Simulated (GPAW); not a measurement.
# Optical response of GaCo

Aim: the dielectric function of GaCo, and the optical constants that follow from it.

Program: GPAW 26.7.0. Level of theory: DFT, PBE, plane-wave PAW (GPAW data sets), scalar-relativistic, RPA, optical limit. Results are calculated unless marked as measured.

## Step 1: Starting point

It takes space group Pm-3m (No. 221, cubic). The conventional cell has a = 2.878 Å, b = 2.878 Å, c = 2.878 Å, α = 90.00°, β = 90.00°, γ = 90.00°. Ga has 8 Co at 2.49 Å nearest. Co has 8 Ga at 2.49 Å nearest. Farther neighbours are not listed.

As a file:

```cif
data_structure
_symmetry_space_group_name_H-M 'Pm-3m'
_symmetry_Int_Tables_number 221
_cell_length_a 2.8780
_cell_length_b 2.8780
_cell_length_c 2.8780
_cell_angle_alpha 90.000
_cell_angle_beta 90.000
_cell_angle_gamma 90.000
_cell_volume 23.84
loop_
_atom_site_label
_atom_site_type_symbol
_atom_site_symmetry_multiplicity
_atom_site_Wyckoff_symbol
_atom_site_fract_x
_atom_site_fract_y
_atom_site_fract_z
_atom_site_occupancy
Ga1 Ga 1 b 0.50000 0.50000 0.50000 1
Co1 Co 1 a 0.00000 0.00000 0.00000 1
```

## Step 2: Bands for the response

At the fixed density, many empty bands are solved on the mesh of the response, since the spectrum sums over them.

This step: DFT, PBE, plane-wave PAW (GPAW data sets), scalar-relativistic, bands at fixed density (GPAW 26.7.0).

File nscf.py:

```python
from ase.dft.bandgap import bandgap
from gpaw import GPAW, FermiDirac

calc = GPAW('gs.gpw').fixed_density(kpts={'size': (15, 15, 15), 'gamma': True}, nbands=26, convergence={'bands': 20},
                                    occupations=FermiDirac(0.05), txt='nscf.txt')
print('gap (eV)', bandgap(calc, output=None)[0])
print('direct gap (eV)', bandgap(calc, direct=True, output=None)[0])
print('top band over the Fermi level (eV)', min(calc.get_eigenvalues(kpt=k)[19] for k in range(len(calc.get_ibz_k_points()))) - calc.get_fermi_level())
calc.write('full.gpw', mode='all')
```

The run is started by

```sh
$ OMP_NUM_THREADS=1 python nscf.py
```

Numbers of over 12 decimals in the logs are rounded to 6 here.

Log:

```text
Diagonalizing LCAO Hamiltonian
Converting LCAO to pw mode
convergence criteria:
- Maximum integral of absolute [eigenst]ate change: 4e-08 eV^2 / valence electron
maximum number of iterations: 150

SCF iterations
|iter     |      energy | eigst |  dens |
|iter:   1||             | +2.71 |       |
|iter:   2||             | +0.57 |       |
|iter:   3||             | -0.92 |       |
|iter:   4||             | -2.36 |       |
|iter:   5||             | -3.56 |       |
|iter:   6||             | -4.70 |       |
|iter:   7||             | -5.78 |       |
|iter:   8||             | -6.55 |       |
|iter:   9||             | -7.24 |       |
|iter:  10||             | -7.95c|       |
SCF steps: 10
  __  _  _
 | _ |_)|_||  |
 |__||  | ||/\| - 26.7.0

Versions:
  Python: 3.12.14
  ASE:    3.29.0
  Numpy:  2.5.5
  Scipy:  1.18.1
  Libxc:  7.0.0

Input parameters:
  mode=PW(ecut=500.0),
  convergence={'bands': 20},
  gpts=array([15, 15, 15]),
  kpts=MonkhorstPack(size=(15, 15, 15), gamma=True),
  maxiter=150,
  nbands=26,
  occupations=Occupations(name='fermi-dirac', width=0.05, fixmagmom=False),
  parallel={},
  xc=XC(name='PBE')

--- standard output ---
gap (eV) 0.0
direct gap (eV) 0.0
top band over the Fermi level (eV) 25.013043
```

It took 27 s on 1 thread of Arm Neoverse V1, shared host; peak memory 0.17 GiB.

This run has no spin polarisation, although Co can carry a moment.

## Step 3: Dielectric function, RPA

Local fields let the induced charge screen the field inside the cell, which as a rule lowers ε, most along directions where the density is uneven.

This step: DFT, PBE, plane-wave PAW (GPAW data sets), scalar-relativistic, RPA, optical limit (GPAW 26.7.0).

File df.py:

```python
from gpaw.response.df import DielectricFunction

df = DielectricFunction('full.gpw', frequencies={'type': 'nonlinear', 'domega0': 0.03, 'omega2': 8},
                        ecut=50,
                        eta=0.15,
                        nbands=20,
                        rate=0.05,
                        txt='df.txt')
for direction in ['x']:
    df.get_dielectric_function(xc='RPA', direction=direction, filename=f'df_{direction}.csv')
```

The run is started by

```sh
$ OMP_NUM_THREADS=1 python df.py
```

Log:

```text
Using integrator: PointIntegrator
NonLinearFrequencyDescriptor(from 0.000 to 43.870 eV, 448 points)
Nonperiodic BCs:  [False False False]
Using integrator: PointIntegrator
NonLinearFrequencyDescriptor(from 0.000 to 43.870 eV, 448 points)
Nonperiodic BCs:  [False False False]
Using integrator: PointIntegrator

Calculating chi0 body with:
    Ground state adapter containing:
    Number of spins: 1
    Number of kpoints: 3375
    Number of irreducible kpoints: 120
    Number of completely occupied states: 3
    Number of partially occupied states: 7

    Linear response parametrization:
    q_c: [0.0, 0.0, 0.0]
    Number of frequency points: 448
    Planewave cutoff: 50.0
    Number of bands: 20
    Number of planewaves: 19
    Broadening (eta): 0.15

Integrating chi0 body.

Symmetries of q_c:
    Direct symmetries (Uq -> q): 48
    Indirect symmetries (TUq -> q): 0
In total 48 allowed symmetries.

120 groups of equivalent kpoints. 96.444444% reduction.

Integral kind: spectral function

Calculating chi0 optical extensions with:
    Ground state adapter containing:
    Number of spins: 1
    Number of kpoints: 3375
    Number of irreducible kpoints: 120
    Number of completely occupied states: 3
    Number of partially occupied states: 7

    Linear response parametrization:
    Number of frequency points: 448
    Planewave cutoff: 50.0
    Number of bands: 20
    Number of planewaves: 19
    Broadening (eta): 0.15
Integrating chi0 head and wings.

Symmetries of q_c:
    Direct symmetries (Uq -> q): 48
    Indirect symmetries (TUq -> q): 0
In total 48 allowed symmetries.

120 groups of equivalent kpoints. 96.444444% reduction.

Integral kind: spectral function wings

Calculating drude chi0 with:
    Number of frequency points:448
    Plasma frequency decay rate: 0.05 eV

    Ground state adapter containing:
    Number of spins: 1
    Number of kpoints: 3375
    Number of irreducible kpoints: 120
    Number of completely occupied states: 3
    Number of partially occupied states: 7

Symmetries of q_c:
    Direct symmetries (Uq -> q): 48
    Indirect symmetries (TUq -> q): 0
In total 48 allowed symmetries.

120 groups of equivalent kpoints. 96.444444% reduction.

Integral kind: intraband
Plasma frequency:
[[3.97+0.j 0.  -0.j 0.  +0.j]
 [0.  -0.j 3.97+0.j 0.  +0.j]
 [0.  +0.j 0.  +0.j 3.97+0.j]]
```

The job ended after 6.5 s (1 thread; peak memory 0.22 GiB).

The Im ε, E ∥ x has structure finer than the step of the table below, so its rows give means over 0.5 eV, whole bins alone (the curve runs from 0.305 to 14.0 eV). Peaks (eV: height): 0.78: 29.7, 4.75: 14.4, 5.87: 18.9.

Sum at mesh points, not converged in k. Im ε, E ∥ x against photon energy; means over each step:

photon energy (eV), Im ε, E ∥ x and a bar:
```
      1.0       25.6 ##############################
      1.5       17.0 ###################
      2.0       13.0 ###############
      2.5        8.8 #########
      3.0        6.3 ######
      3.5        5.3 #####
      4.0        5.7 ######
      4.5       11.2 ############
      5.0       12.1 #############
      5.5       11.5 #############
      6.0       16.9 ###################
      6.5       11.4 #############
      7.0        8.7 #########
      7.5        6.2 ######
      8.0        5.5 #####
      8.5        4.1 ####
      9.0        3.1 ##
      9.5        2.5 ##
     10.0        2.3 #
     10.5        1.8 #
     11.0        1.4 
     11.5        1.3 
     12.0        1.3 
     12.5        1.2 
     13.0        1.1 
     13.5        1.2
```

Values under 1 per cm are given as 1; sum at mesh points, not converged in k. The absorption coefficient, E ∥ x by photon energy:

| photon energy (eV) | absorption coefficient, E ∥ x (1/cm) |
| --- | --- |
| 0.492 | 2.8e5 |
| 1.010 | 3.7e5 |
| 1.486 | 4.3e5 |
| 1.985 | 5.0e5 |
| 2.508 | 5.2e5 |
| 3.018 | 4.3e5 |
| 3.510 | 3.9e5 |
| 3.980 | 3.9e5 |
| 4.516 | 7.5e5 |
| 4.981 | 1.1e6 |
| 5.515 | 9.2e5 |
| 6.021 | 1.9e6 |
| 6.494 | 1.8e6 |
| 6.985 | 2.0e6 |
| 7.496 | 1.9e6 |
| 8.026 | 1.9e6 |
| 8.516 | 2.0e6 |
| 9.023 | 1.8e6 |
| 9.483 | 1.7e6 |
| 10.026 | 1.8e6 |
| 10.519 | 1.7e6 |
| 11.029 | 1.6e6 |
| 11.479 | 1.5e6 |
| 12.023 | 1.5e6 |
| 12.504 | 1.5e6 |
| 13.000 | 1.4e6 |
| 13.512 | 1.4e6 |

The Im ε, E ∥ x has structure finer than the step of the table below, so its rows give means over 0.5 eV, whole bins alone (the curve runs from 0.305 to 14.0 eV). Peaks (eV: height): without local fields 0.78: 29.7, 4.79: 14.7, 5.82: 19.5; with local fields 0.78: 29.7, 4.75: 14.4, 5.87: 18.9.

Sum at mesh points, not converged in k. The Im ε, E ∥ x by photon energy; means over each step:

| photon energy (eV) | without local fields | with local fields |
| --- | --- | --- |
| 1.0 | 25.6 | 25.6 |
| 1.5 | 17.2 | 17.0 |
| 2.0 | 13.2 | 13.0 |
| 2.5 | 8.87 | 8.79 |
| 3.0 | 6.30 | 6.26 |
| 3.5 | 5.37 | 5.32 |
| 4.0 | 5.74 | 5.67 |
| 4.5 | 11.4 | 11.2 |
| 5.0 | 12.5 | 12.1 |
| 5.5 | 12.3 | 11.5 |
| 6.0 | 16.9 | 16.9 |
| 6.5 | 11.0 | 11.4 |
| 7.0 | 8.36 | 8.66 |
| 7.5 | 6.09 | 6.20 |
| 8.0 | 5.43 | 5.53 |
| 8.5 | 3.91 | 4.06 |
| 9.0 | 3.03 | 3.10 |
| 9.5 | 2.50 | 2.54 |
| 10.0 | 2.25 | 2.32 |
| 10.5 | 1.71 | 1.75 |
| 11.0 | 1.39 | 1.41 |
| 11.5 | 1.31 | 1.32 |
| 12.0 | 1.30 | 1.34 |
| 12.5 | 1.16 | 1.16 |
| 13.0 | 1.14 | 1.13 |
| 13.5 | 1.17 | 1.17 |

The reflectivity at normal incidence, E ∥ x has structure finer than the step of the table below, so its rows give means over 0.5 eV, whole bins alone (the curve runs from 0.305 to 14.0 eV). Peaks (eV: height): 4.84: 43.6, 7.04: 58.8, 8.58: 60.3, 10.38: 58.4.

Sum at mesh points, not converged in k. The reflectivity at normal incidence, E ∥ x by photon energy; means over each step:

| photon energy (eV) | reflectivity at normal incidence, E ∥ x (%) |
| --- | --- |
| 1.0 | 58.2 |
| 1.5 | 50.7 |
| 2.0 | 46.0 |
| 2.5 | 38.4 |
| 3.0 | 28.4 |
| 3.5 | 25.2 |
| 4.0 | 28.6 |
| 4.5 | 38.8 |
| 5.0 | 41.2 |
| 5.5 | 38.4 |
| 6.0 | 52.9 |
| 6.5 | 53.0 |
| 7.0 | 57.3 |
| 7.5 | 54.1 |
| 8.0 | 54.4 |
| 8.5 | 59.0 |
| 9.0 | 56.9 |
| 9.5 | 55.6 |
| 10.0 | 54.6 |
| 10.5 | 56.8 |
| 11.0 | 55.9 |
| 11.5 | 48.9 |
| 12.0 | 45.7 |
| 12.5 | 44.9 |
| 13.0 | 40.7 |
| 13.5 | 37.4 |

Sum at mesh points, not converged in k. Table of loss function −Im 1/ε at q → 0, E ∥ x by energy loss; read off at these points:

energy loss (eV), loss function −Im 1/ε at q → 0, E ∥ x and a bar:
```
     0.50      0.020 
     1.00      0.039 #
     1.50      0.061 ##
     2.00      0.077 ###
     2.50      0.115 #####
     2.86      0.137 ######
     3.00      0.131 ######
     3.50      0.102 ####
     4.00      0.062 ##
     4.50      0.049 ##
     5.00      0.079 ###
     5.50      0.066 ##
     6.00      0.055 ##
     6.50      0.081 ###
     7.00      0.078 ###
     7.50      0.109 #####
     8.00      0.112 #####
     8.50      0.111 #####
     9.00      0.147 #######
     9.50      0.176 ########
    10.00      0.192 #########
    10.50      0.208 ##########
    11.00      0.240 ############
    11.50      0.340 #################
    12.00      0.378 ###################
    12.50      0.457 #######################
    13.00      0.530 ###########################
    13.50      0.578 ##############################
    13.60      0.584 ##############################
```

Optical constants at common wavelengths, from n + ik = √ε:

| wavelength (nm) | n | k | R (%) | 1/α |
| --- | --- | --- | --- | --- |
| 1550 | 3.80 | 3.887 | 60.2 | 32 nm |
| 1064 | 3.20 | 3.452 | 56.7 | 25 nm |
| 450 | 2.11 | 1.653 | 32.0 | 22 nm |
| 405 | 2.25 | 1.376 | 27.7 | 23 nm |
| 365 | 2.41 | 1.129 | 25.3 | 26 nm |
| 308 | 2.96 | 0.961 | 28.7 | 26 nm |
| 193 | 2.01 | 2.825 | 52.8 | 5.4 nm |

A polished face would reflect 43 % of daylight and look faintly yellow (CIE x = 0.339, y = 0.361 under D65).

## Step 4: Outcome

At this level (PBE, RPA) GaCo is a metal. The mesh is too coarse to trust the carriers' weight, the reflectivity or the colour to better than tens of per cent. A polished face would reflect 43 % of daylight and look faintly yellow (CIE x = 0.339, y = 0.361 under D65). The carriers' damping of 0.05 eV is typed, not computed; it shapes the response at the lowest energies. The run has no spin polarisation; magnetic order or correlation, untested here, could change the spectrum. In this version of GPAW the matrix elements of the optical limit are incomplete, which can lower ε − 1 by up to a tenth where first-row anions or d states rule, and shift it by more in d metals. GPAW's carrier term has the form −ωp²/(ω + i·rate)², which damps like twice the rate and fails at low energy, so the curves leave the lowest energies out. The sum runs over mesh points 0.15 Å⁻¹ apart with no interpolation, so peaks are partly noise of the mesh, and the Drude plasma energy, a sum over the Fermi surface, isn't converged.

[Machine, clock and banner lines and Python warnings are left out of the logs.]

[Logs are printed without paths, hosts, clocks, repeated set-up lines and the standing remarks that a program may print on its own settings, such as how far it seeks lower states.]

[Hosts, paths, dates, database ids (printed as entryN), source tags and the programs' standing remarks are cut or masked in the printed files.]
